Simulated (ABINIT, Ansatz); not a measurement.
Records of electronic-structure calculations.

## Quasiparticle gap of F (C2/c) in ABINIT

Symmetry: C2/c, No. 15, monoclinic system. Conventional cell: a = 5.113 Å, b = 3.168 Å, c = 6.622 Å, α = 90.00°, β = 94.87°, γ = 90.00°. F has 1 F at 1.41 Å nearest.

```yaml
method: RPA screening on LDA, plane waves, norm-conserving pseudopotentials (and 2 further levels or steps)
program: ABINIT 10.8.3
settings: cutoff 36 Ha, PseudoDojo scalar-relativistic 0.4.1 standard, norm-conserving, ngkpt (4, 4, 2), nband 40, ecuteps 3.6 Ha, inclvkb 2, shiftk (0, 0, 0), symchi 1, awtr 1, frequency ppm, 4×4×2 k-mesh
cost: 5 runs, 82 s in all on 4 MPI ranks of Arm Neoverse V1, shared host
notes: The program’s warnings: nkpt*nsppol () is not a multiple of nproc spkpt (). The cell and positions are those that the Materials Project relaxed with its own functionals (PBE, PBE+U or r2SCAN), kept fixed. The 4×4×2 mesh is coarse for this cell, which bears on the long-range parts of exchange and screening.
lda_gap: 2.35 eV, direct
g0w0_gap_on_the_mesh: 8.34 eV
gw_settings: 4×4×2 mesh, 40 bands, screening to 98 eV, Godby-Needs plasmon pole
known_limits: short of the basis limit; coarse k mesh
```

G0W0 moves the gap on the mesh from 2.35 eV to 8.34 eV (+5.99 eV), with Z of 0.79 and 0.81 at the edges. Local fields lower the RPA ε∞ on this mesh from 2.32 to 2.04; a Γ-centred mesh this coarse tends to raise both, most where the direct gap is narrow, while a short band sum lowers them.

[Long decimals in the printed logs are rounded to 6 places.]

[Logs are printed without paths, hosts, clocks, repeated set-up lines and the standing remarks that a program may print on its own settings, such as how far it seeks lower states.]

[Paths, hosts, dates, memory and timing lines, banners, echoed tables and standing remarks are left out of the program output; an Ansatz launch command may be rebuilt from the run's recorded settings. Measured values are a selection of at most five: reports struck by readers or far from the other reports are left out. None is set beside runs whose start may be inverted or whose files or cutoffs have a known fault.]

[Runs of the session that timed out or met a known fault of the program may be left out.]

[Hosts, paths, dates, database ids (printed as entryN), source tags and the programs' standing remarks are cut or masked in the printed files.]

[G0W0 gaps are taken among the corrected bands and points alone; a level outside them can change the order at an edge.]

[Where Ansatz stands beside ABINIT at settings called matched, ABINIT's density can come from a denser mesh and the files from another edition; pairs whose starting gaps differed by over 0.03 eV were left out, so agreement reads better than it is.]
